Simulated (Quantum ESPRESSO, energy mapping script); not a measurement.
**NiO: J from the energies of magnetic orders**

How strongly do the moments of NiO couple under PBE+U (3 eV), QE, GBRV? The plan is to run several orders and fit a Heisenberg model.

Program: Quantum ESPRESSO 7.5. Level of theory: PBE with U = 3 eV on Ni d, ortho-atomic projectors; plane waves, U on orthogonalised atomic orbitals unless named otherwise, collinear spin, no spin–orbit coupling. Results are calculated unless marked as measured.

**Measured values to reproduce.**

For NiO, rock salt (literature value), “On the Elastic Anisotropy of the Entropy-Stabilized Oxide (Mg, Co, Ni, Cu, Zn)O” (2020, arxiv:2004.06613) quotes earlier work: ordering temperature (Neel temperature) 525 K [literature value quoted in the paper's theory part].

## 1. The structure

Symmetry: Fm-3m, No. 225, cubic system. The conventional cell has a = 4.172 Å, b = 4.172 Å, c = 4.172 Å, α = 90.00°, β = 90.00°, γ = 90.00°. Ni has 6 O at 2.09 Å nearest. Nearest to O lie 6 Ni at 2.09 Å. Farther neighbours and most contacts between anions are not listed.

A Hubbard U penalises fractional filling of the shell. It raises the cost of virtual hops to the neighbours, so couplings that rest on such hops usually weaken. These runs use Quantum ESPRESSO.

## 2. Parallel start in cell A (4 atoms)

Each cell gets its own parallel run on the same mesh, so that most of the mesh error cancels in the differences.

The potential files are GBRV's for PBE; pw.x takes the functional from them.

Input file pw.in:

```
&control
  calculation = 'scf'
  prefix = 'pw'
  outdir = './tmp/'
  pseudo_dir = './pseudo/'
  verbosity = 'low'
/
&system
  ibrav = 0
  nat = 4
  ntyp = 2
  ecutwfc = 45
  ecutrho = 360
  nbnd = 38
  occupations = 'smearing'
  smearing = 'fd'
  degauss = 0.00367493
  nspin = 2
  starting_magnetization(1) = 0.1111
/
&electrons
  conv_thr = 1.0e-08
  electron_maxstep = 120
  mixing_beta = 0.3
  mixing_mode = 'plain'
/
ATOMIC_SPECIES
  Ni 58.6934 Ni.upf
  O 15.9990 O.upf
CELL_PARAMETERS angstrom
  0.00000000 -2.08590164 -2.08590164
  0.00000000 2.08590164 -2.08590164
  4.17180328 0.00000000 0.00000000
ATOMIC_POSITIONS crystal
  Ni 0.50000000 0.50000000 0.50000000
  Ni 0.00000000 0.00000000 0.00000000
  O 0.50000000 0.50000000 0.00000000
  O 0.00000000 0.00000000 0.50000000
K_POINTS automatic
  7 7 5 0 0 0
HUBBARD {ortho-atomic}
U Ni-3d 3
```

Command:

```console
OMP_NUM_THREADS=1 mpirun -n 4 pw.x -nk 4 -in pw.in > pw.out
```

The program printed:

```text
Program PWSCF v.7.5 starts
[...]
unit-cell volume          =     244.9842 (a.u.)^3
     number of atoms/cell      =            4
[...]
number of electrons       =        48.00
     number of Kohn-Sham states=           38
     kinetic-energy cutoff     =      45.0000  Ry
     charge density cutoff     =     360.0000  Ry
     scf convergence threshold =      1.0E-08
[...]
Exchange-correlation= SLA  PW   PBE  PBE
[...]
Hubbard projectors: ortho-atomic
     Hubbard parameters of DFT+U (Dudarev formulation) in eV:
[...]
atomic species   magnetization
[...]
16 Sym. Ops., with inversion, found
[...]
number of k points=    30  Fermi-Dirac smearing, width (Ry)=  0.0037
[...]
Number of occupied Hubbard levels =   16.0000
     Atomic wfc used for Hubbard projectors are orthogonalized
[...]
iteration #  1     ecut=    45.00 Ry     beta= 0.30
[...]
Number of occupied Hubbard levels =    7.3548
     total energy              =    -733.38029573 Ry
     estimated scf accuracy    <      59.79849755 Ry
     total magnetization       =     4.38 Bohr mag/cell
     absolute magnetization    =     4.41 Bohr mag/cell
     iteration #  2     ecut=    45.00 Ry     beta= 0.30
[...]
total energy              =    -748.14854106 Ry
     estimated scf accuracy    <      23.63810621 Ry
     total magnetization       =     0.33 Bohr mag/cell
     absolute magnetization    =     0.35 Bohr mag/cell
     iteration #  3     ecut=    45.00 Ry     beta= 0.30
[...]
total energy              =    -750.65624650 Ry
     estimated scf accuracy    <       0.44810121 Ry
     total magnetization       =     3.20 Bohr mag/cell
     absolute magnetization    =     3.21 Bohr mag/cell
     iteration #  4     ecut=    45.00 Ry     beta= 0.30
[...]
total energy              =    -750.88543370 Ry
     estimated scf accuracy    <       0.24632614 Ry
     total magnetization       =     3.66 Bohr mag/cell
     absolute magnetization    =     3.67 Bohr mag/cell
     iteration #  5     ecut=    45.00 Ry     beta= 0.30
[...]
total energy              =    -750.90377874 Ry
     estimated scf accuracy    <       0.01445082 Ry
     total magnetization       =     3.99 Bohr mag/cell
     absolute magnetization    =     4.00 Bohr mag/cell
     iteration #  6     ecut=    45.00 Ry     beta= 0.30
[...]
total energy              =    -750.90685668 Ry
     estimated scf accuracy    <       0.00175958 Ry
     total magnetization       =     4.00 Bohr mag/cell
     absolute magnetization    =     4.02 Bohr mag/cell
     iteration #  7     ecut=    45.00 Ry     beta= 0.30
[...]
total energy              =    -750.90723957 Ry
     estimated scf accuracy    <       0.00106936 Ry
     total magnetization       =     4.00 Bohr mag/cell
     absolute magnetization    =     4.03 Bohr mag/cell
     iteration #  8     ecut=    45.00 Ry     beta= 0.30
[...]
total energy              =    -750.90730016 Ry
     estimated scf accuracy    <       0.00020184 Ry
     total magnetization       =     4.00 Bohr mag/cell
     absolute magnetization    =     4.03 Bohr mag/cell
     iteration #  9     ecut=    45.00 Ry     beta= 0.30
[...]
total energy              =    -750.90732039 Ry
     estimated scf accuracy    <       0.00001257 Ry
     total magnetization       =     4.00 Bohr mag/cell
     absolute magnetization    =     4.03 Bohr mag/cell
     iteration # 10     ecut=    45.00 Ry     beta= 0.30
[...]
total energy              =    -750.90732442 Ry
     estimated scf accuracy    <       0.00000142 Ry
     total magnetization       =     4.00 Bohr mag/cell
     absolute magnetization    =     4.03 Bohr mag/cell
     iteration # 11     ecut=    45.00 Ry     beta= 0.30
[...]
total energy              =    -750.90732605 Ry
     estimated scf accuracy    <       0.00000195 Ry
     total magnetization       =     4.00 Bohr mag/cell
     absolute magnetization    =     4.03 Bohr mag/cell
     iteration # 12     ecut=    45.00 Ry     beta= 0.30
[...]
total energy              =    -750.90732678 Ry
     estimated scf accuracy    <       0.00000002 Ry
     total magnetization       =     4.00 Bohr mag/cell
     absolute magnetization    =     4.03 Bohr mag/cell
     iteration # 13     ecut=    45.00 Ry     beta= 0.30
[...]
total energy              =    -750.90732699 Ry
     estimated scf accuracy    <       0.00000001 Ry
     total magnetization       =     4.00 Bohr mag/cell
     absolute magnetization    =     4.03 Bohr mag/cell
     iteration # 14     ecut=    45.00 Ry     beta= 0.30
[...]
Magnetic moment per site  (integrated on atomic sphere of radius R)
     atom   1 (R=0.292)  charge= 15.6306  magn=  1.6638
[...]
SPIN  1
     eigenvalues:
       0.992  0.992  0.992  0.996  0.996
     eigenvectors (columns):
       0.000 -0.000  0.000  0.500 -0.866
       0.000 -0.270  0.963 -0.000  0.000
       1.000  0.000  0.000 -0.000 -0.000
      -0.000  0.000 -0.000 -0.866 -0.500
      -0.000  0.963  0.270  0.000  0.000
     occupation matrix ns (before diag.):
       0.996 -0.000 -0.000  0.000  0.000
      -0.000  0.992 -0.000  0.000  0.000
      -0.000 -0.000  0.992  0.000  0.000
       0.000  0.000  0.000  0.996 -0.000
[...]
SPIN  2
     eigenvalues:
[...]
eigenvectors (columns):
[...]
occupation matrix ns (before diag.):
[...]
------------------------ ATOM    2 ------------------------
     Tr[ns(  2)] (up, down, total) =   4.96881  3.29311  8.26192
     Atomic magnetic moment for atom   2 =   1.67569
     SPIN  1
     eigenvalues:
[...]
eigenvectors (columns):
[...]
occupation matrix ns (before diag.):
[...]
SPIN  2
     eigenvalues:
[...]
eigenvectors (columns):
[...]
occupation matrix ns (before diag.):
       0.167 -0.000 -0.000  0.000  0.000
      -0.000  0.986 -0.000  0.000  0.000
      -0.000 -0.000  0.986  0.000  0.000
       0.000  0.000  0.000  0.167 -0.000
       0.000  0.000  0.000 -0.000  0.986
     Number of occupied Hubbard levels =   16.5238
 ------ SPIN UP ------------
          k = 0.0000 0.0000 0.0000 (  1245 PWs)   bands (ev):
   -90.6566 -90.6531 -51.0457 -51.0290 -51.0290 -51.0183 -51.0175 -51.0175
    -5.8347  -4.4536   7.5202   8.9467   9.3380   9.3388   9.6693   9.7496
     9.7496   9.7499  10.2213  10.2213  10.3625  10.7073  10.7073  11.5724
    11.5724  11.5734  15.9060  20.3318  25.0411  26.3363  30.9515  30.9515
    32.1070  33.0609  33.0609  33.0609  36.4758  36.4758
          k = 0.1414 0.0000 0.0000 (  1241 PWs)   bands (ev):
   -90.6563 -90.6535 -51.0431 -51.0279 -51.0279 -51.0210 -51.0186 -51.0186
    -5.6808  -4.5492   7.1480   8.6101   9.0215   9.3699   9.6374   9.6566
     9.6566   9.6714   9.8931   9.8931  10.8689  11.1118  11.1118  11.6708
    11.6708  11.6723  16.8888  20.5866  25.0272  26.5420  30.0820  30.8242
    30.8242  32.0951  32.0951  33.2035  35.8405  38.1796
          k = 0.2828 0.0000 0.0000 (  1241 PWs)   bands (ev):
   -90.6554 -90.6543 -51.0363 -51.0278 -51.0250 -51.0250 -51.0215 -51.0215
    -5.2899  -4.8487   6.9298   7.4861   9.2193   9.4518   9.4676   9.5397
[...]
30.6977  30.6977  31.0497  31.0497  39.8131  40.8865
          k = 0.0000 0.1010-0.1010 (  1252 PWs)   bands (ev):
[...]
31.5420  31.6737  33.2751  34.2828  34.6600  36.6620
          k = 0.1414 0.1010-0.1010 (  1245 PWs)   bands (ev):
[...]
31.6855  31.7336  31.9131  34.5201  35.0346  36.3971
          k = 0.2828 0.1010-0.1010 (  1237 PWs)   bands (ev):
[...]
30.2542  30.5800  32.0857  32.9581  37.8560  39.1092
          k = 0.0000 0.2020-0.2020 (  1244 PWs)   bands (ev):
[...]
29.9479  31.6545  33.3759  33.9416  36.2595  37.7706
          k = 0.1414 0.2020-0.2020 (  1249 PWs)   bands (ev):
[...]
29.9675  30.5142  33.7728  34.9576  35.6842  37.2757
          k = 0.2828 0.2020-0.2020 (  1239 PWs)   bands (ev):
[...]
29.2528  29.4621  34.6334  35.1242  36.6856  38.4512
          k = 0.0000 0.3030-0.3030 (  1242 PWs)   bands (ev):
[...]
29.5003  29.9748  35.1228  36.2292  36.9005  38.3247
          k = 0.1414 0.3030-0.3030 (  1248 PWs)   bands (ev):
[...]
k = 0.2828 0.3030-0.3030 (  1240 PWs)   bands (ev):
[...]
k = 0.0000 0.0000-0.2020 (  1237 PWs)   bands (ev):
[...]
[... cut ...]
[...]
------ SPIN DOWN ----------
          k = 0.0000 0.0000 0.0000 (  1245 PWs)   bands (ev):
[...]
k = 0.1414 0.0000 0.0000 (  1241 PWs)   bands (ev):
[...]
k = 0.2828 0.0000 0.0000 (  1241 PWs)   bands (ev):
[...]
k = 0.1414 0.1010-0.5051 (  1257 PWs)   bands (ev):
[...]
30.2670  30.5403  32.6927  33.4897  40.3932  42.0193
          k = 0.2828 0.1010-0.5051 (  1261 PWs)   bands (ev):
[...]
29.5625  29.7529  35.2140  35.2990  38.4759  38.6844
          k = 0.0000 0.0000-0.6061 (  1246 PWs)   bands (ev):
[...]
30.8770  31.3081  31.3081  32.0066  43.4575  43.6565
          k = 0.1414 0.0000-0.6061 (  1262 PWs)   bands (ev):
[...]
15.7329  15.8496  21.6498  21.7859  25.2847  25.3359  25.8386  26.2845
    30.4640  30.8131  32.3799  32.4858  41.8134  42.1462
          k = 0.2828 0.0000-0.6061 (  1255 PWs)   bands (ev):
   -88.3316 -88.3316 -48.7921 -48.7909 -48.7878 -48.7854 -48.7786 -48.7782
    -3.7212  -3.6915   8.0075   8.2728   8.3322   8.7632   9.7372   9.8468
    11.7393  11.8446  11.9436  12.1220  12.2570  12.2851  15.5014  15.5813
    16.2008  16.2199  23.0953  23.1989  24.9363  24.9455  25.3018  25.5702
    28.9382  29.1579  34.9667  35.0719  38.3329  38.3484
     the Fermi energy is    14.3209 ev
!    total energy              =    -750.90732719 Ry
     estimated scf accuracy    <          2.0E-10 Ry
     smearing contrib. (-TS)   =      -0.00000138 Ry
     internal energy E=F+TS    =    -750.90732581 Ry
     The total energy is F=E-TS. E is the sum of the following terms:
     one-electron contribution =    -432.12041691 Ry
     hartree contribution      =     245.49910999 Ry
     xc contribution           =     -85.91652469 Ry
     ewald contribution        =    -478.44661533 Ry
     Hubbard energy            =       0.07712114 Ry
     total magnetization       =     4.00 Bohr mag/cell
     absolute magnetization    =     4.03 Bohr mag/cell
     convergence has been achieved in  14 iterations
=------------------------------------------------------------------------------=
   JOB DONE.
=------------------------------------------------------------------------------=
```

It took 19 s on 4 MPI ranks of Arm Neoverse V1, shared host; peak memory 0.39 GiB.

Spin moment in the sphere by atom:

| atom | spin moment in the sphere (μB) |
| --- | --- |
| Ni1 | 1.66 |
| Ni2 | 1.66 |
| O3 | 0.28 |
| O4 | 0.28 |

The run ends ferromagnetic.

## 3. Compensated +− start in cell A (4 atoms)

This order reverses 8 of the 12 neighbours at 2.95 Å, 0 of the 6 neighbours at 4.17 Å and 16 of the 24 neighbours at 5.11 Å, counted for an average magnetic atom.

pw.in, as its differences from that of step 2:

```diff
@@ -10,6 +10,6 @@
   nat = 4
-  ntyp = 2
+  ntyp = 3
   ecutwfc = 45
   ecutrho = 360
-  nbnd = 38
+  nbnd = 36
   occupations = 'smearing'
@@ -19,2 +19,3 @@
   starting_magnetization(1) = 0.1111
+  starting_magnetization(2) = -0.1111
 /
@@ -27,3 +28,4 @@
 ATOMIC_SPECIES
-  Ni 58.6934 Ni.upf
+  Ni1 58.6934 Ni.upf
+  Ni2 58.6934 Ni.upf
   O 15.9990 O.upf
@@ -34,4 +36,4 @@
 ATOMIC_POSITIONS crystal
-  Ni 0.50000000 0.50000000 0.50000000
-  Ni 0.00000000 0.00000000 0.00000000
+  Ni1 0.50000000 0.50000000 0.50000000
+  Ni2 0.00000000 0.00000000 0.00000000
   O 0.50000000 0.50000000 0.00000000
@@ -41,2 +43,3 @@
 HUBBARD {ortho-atomic}
-U Ni-3d 3
+U Ni1-3d 3
+U Ni2-3d 3
```

The program printed:

```text
[banner, memory and clock lines left out]
Program PWSCF v.7.5 starts
[...]
unit-cell volume          =     244.9842 (a.u.)^3
     number of atoms/cell      =            4
[...]
number of electrons       =        48.00
     number of Kohn-Sham states=           36
     kinetic-energy cutoff     =      45.0000  Ry
     charge density cutoff     =     360.0000  Ry
     scf convergence threshold =      1.0E-08
[...]
Exchange-correlation= SLA  PW   PBE  PBE
[...]
Hubbard projectors: ortho-atomic
     Hubbard parameters of DFT+U (Dudarev formulation) in eV:
[...]
atomic species   magnetization
[...]
16 Sym. Ops., with inversion, found
[...]
number of k points=    30  Fermi-Dirac smearing, width (Ry)=  0.0037
[...]
Number of occupied Hubbard levels =   16.0000
     Atomic wfc used for Hubbard projectors are orthogonalized
[...]
iteration #  1     ecut=    45.00 Ry     beta= 0.30
[...]
Number of occupied Hubbard levels =    7.3947
     total energy              =    -733.27311096 Ry
     estimated scf accuracy    <      59.98419811 Ry
     total magnetization       =     0.00 Bohr mag/cell
     absolute magnetization    =     3.83 Bohr mag/cell
     iteration #  2     ecut=    45.00 Ry     beta= 0.30
[...]
total energy              =    -748.16204200 Ry
     estimated scf accuracy    <      23.79654120 Ry
     total magnetization       =    -0.00 Bohr mag/cell
     absolute magnetization    =     0.23 Bohr mag/cell
     iteration #  3     ecut=    45.00 Ry     beta= 0.30
[...]
total energy              =    -750.65556617 Ry
     estimated scf accuracy    <       0.45290583 Ry
     total magnetization       =     0.00 Bohr mag/cell
     absolute magnetization    =     2.93 Bohr mag/cell
[...]
total energy              =    -750.90426473 Ry
[...]
iteration # 12     ecut=    45.00 Ry     beta= 0.30
[...]
total energy              =    -750.90426529 Ry
     estimated scf accuracy    <       0.00000001 Ry
     total magnetization       =     0.00 Bohr mag/cell
     absolute magnetization    =     3.76 Bohr mag/cell
     iteration # 13     ecut=    45.00 Ry     beta= 0.30
[...]
Magnetic moment per site  (integrated on atomic sphere of radius R)
     atom   1 (R=0.292)  charge= 15.6260  magn=  1.6734
     atom   2 (R=0.292)  charge= 15.6260  magn= -1.6734
     atom   3 (R=0.292)  charge=  5.7181  magn= -0.0960
[...]
SPIN  2
     eigenvalues:
[...]
eigenvectors (columns):
[...]
occupation matrix ns (before diag.):
[...]
------------------------ ATOM    2 ------------------------
     Tr[ns(  2)] (up, down, total) =   3.28518  4.96740  8.25257
     Atomic magnetic moment for atom   2 =  -1.68222
     SPIN  1
     eigenvalues:
[...]
eigenvectors (columns):
[...]
occupation matrix ns (before diag.):
[...]
SPIN  2
     eigenvalues:
[...]
eigenvectors (columns):
[...]
occupation matrix ns (before diag.):
[...]
0.000  0.000  0.000  0.996 -0.000
       0.000  0.000  0.000 -0.000  0.992
     Number of occupied Hubbard levels =   16.5051
 ------ SPIN UP ------------
          k = 0.0000 0.0000 0.0000 (  1245 PWs)   bands (ev):
   -90.7083 -88.3755 -51.0841 -51.0753 -51.0753 -48.8234 -48.8134 -48.8134
    -5.6042  -4.0932   7.7071   9.1642   9.4502   9.7752  10.0126  10.0126
    10.4553  10.4553  10.6194  11.6643  11.6643  11.8531  11.8707  11.8707
[...]
32.0566  33.2230  33.2230  33.2289
          k = 0.1414 0.0000 0.0000 (  1241 PWs)   bands (ev):
[...]
31.0232  32.2775  32.2775  33.4839
          k = 0.2828 0.0000 0.0000 (  1241 PWs)   bands (ev):
[...]
30.8563  30.8563  31.2587  31.2587
          k = 0.0000 0.1010-0.1010 (  1252 PWs)   bands (ev):
[...]
k = 0.1414 0.1010-0.1010 (  1245 PWs)   bands (ev):
[...]
k = 0.2828 0.1010-0.1010 (  1237 PWs)   bands (ev):
[...]
[... cut ...]
[...]
------ SPIN DOWN ----------
          k = 0.0000 0.0000 0.0000 (  1245 PWs)   bands (ev):
[...]
k = 0.1414 0.0000 0.0000 (  1241 PWs)   bands (ev):
[...]
k = 0.2828 0.0000 0.0000 (  1241 PWs)   bands (ev):
[...]
k = 0.1414 0.0000-0.6061 (  1262 PWs)   bands (ev):
[...]
30.1938  30.6337  32.1694  32.2823
          k = 0.2828 0.0000-0.6061 (  1255 PWs)   bands (ev):
[...]
10.3047  10.6726  10.9376  10.9556  11.9218  11.9509  12.1190  12.3735
    15.5200  16.1761  22.5961  23.0880  24.7263  24.7791  25.1194  25.3988
    28.6663  28.9938  34.7777  34.8950
     the Fermi energy is    14.4533 ev
!    total energy              =    -750.90426578 Ry
     estimated scf accuracy    <          5.0E-09 Ry
     smearing contrib. (-TS)   =      -0.00000088 Ry
     internal energy E=F+TS    =    -750.90426490 Ry
     The total energy is F=E-TS. E is the sum of the following terms:
     one-electron contribution =    -432.03859561 Ry
     hartree contribution      =     245.41622685 Ry
     xc contribution           =     -85.91040279 Ry
     ewald contribution        =    -478.44661533 Ry
     Hubbard energy            =       0.07512199 Ry
     total magnetization       =     0.00 Bohr mag/cell
     absolute magnetization    =     3.76 Bohr mag/cell
     convergence has been achieved in  13 iterations
```

The job ended after 18 s (4 MPI ranks; peak memory 0.4 GiB; 70 s of CPU time).

Spin moment in the sphere by atom:

| atom | spin moment in the sphere (μB) |
| --- | --- |
| Ni1 | 1.67 |
| Ni2 | -1.67 |
| O3 | -0.10 |
| O4 | 0.10 |

The run ends antiferromagnetic, 20.82 meV a magnetic atom above the parallel order of its cell.

## 4. Run 3 (parallel; cell B, 4 atoms)

The parallel order again, as the reference for this cell.

This run holds the same structure in another cell (c 4.172 → 5.109 Å, α 90.0 → 73.2°, β 90.0 → 73.2°, γ 90.0 → 60.0°).

Input file pw.in:

```
&control
  calculation = 'scf'
  prefix = 'pw'
  outdir = './tmp/'
  pseudo_dir = './pseudo/'
  verbosity = 'low'
/
&system
  ibrav = 0
  nat = 4
  ntyp = 2
  ecutwfc = 45
  ecutrho = 360
  nbnd = 38
  occupations = 'smearing'
  smearing = 'fd'
  degauss = 0.00367493
  nspin = 2
  starting_magnetization(1) = 0.1111
/
&electrons
  conv_thr = 1.0e-08
  electron_maxstep = 120
  mixing_beta = 0.3
  mixing_mode = 'plain'
/
ATOMIC_SPECIES
  Ni 58.6934 Ni.upf
  O 15.9990 O.upf
CELL_PARAMETERS angstrom
  0.00000000 -2.08590164 -2.08590164
  -2.08590164 0.00000000 -2.08590164
  2.08590164 2.08590164 -4.17180328
ATOMIC_POSITIONS crystal
  Ni 0.50000000 0.50000000 0.50000000
  Ni 0.00000000 0.00000000 0.00000000
  O 0.75000000 0.75000000 0.75000000
  O 0.25000000 0.25000000 0.25000000
K_POINTS automatic
  8 8 8 0 0 0
HUBBARD {ortho-atomic}
U Ni-3d 3
```

The program printed:

```text
[banner, memory and clock lines left out]
Program PWSCF v.7.5 starts
[...]
unit-cell volume          =     244.9842 (a.u.)^3
     number of atoms/cell      =            4
[...]
number of electrons       =        48.00
     number of Kohn-Sham states=           38
     kinetic-energy cutoff     =      45.0000  Ry
     charge density cutoff     =     360.0000  Ry
[...]
The total energy is F=E-TS. E is the sum of the following terms:
     one-electron contribution =    -432.12368905 Ry
     hartree contribution      =     245.50219650 Ry
     xc contribution           =     -85.91651590 Ry
     ewald contribution        =    -478.44661533 Ry
     Hubbard energy            =       0.07722415 Ry
     total magnetization       =     4.00 Bohr mag/cell
     absolute magnetization    =     4.03 Bohr mag/cell
     convergence has been achieved in  13 iterations
[key lines of the parts left out:]
!    total energy              =    -750.90740110 Ry
the Fermi energy is    14.3604 ev
```

It took 41 s on 4 MPI ranks; peak memory 0.46 GiB.

The run ends ferromagnetic. For each magnetic atom its energy differs from the parallel run of the first cell by -0.50 meV, an error that one common reference would have brought in.

(Continued in part 2 of 3.)

[Logs and program files are shortened in this print: banners, set-up blocks, solver, clock and traceback lines can be left out without a mark of their own.]

[Logs are printed without paths, hosts, clocks, repeated set-up lines and the standing remarks that a program may print on its own settings, such as how far it seeks lower states.]

[Hosts, paths, dates, database ids (printed as entryN), source tags and the programs' standing remarks are cut or masked in the printed files.]

[Where a cell is said to come from a database of computed structures, the database is the Materials Project.]
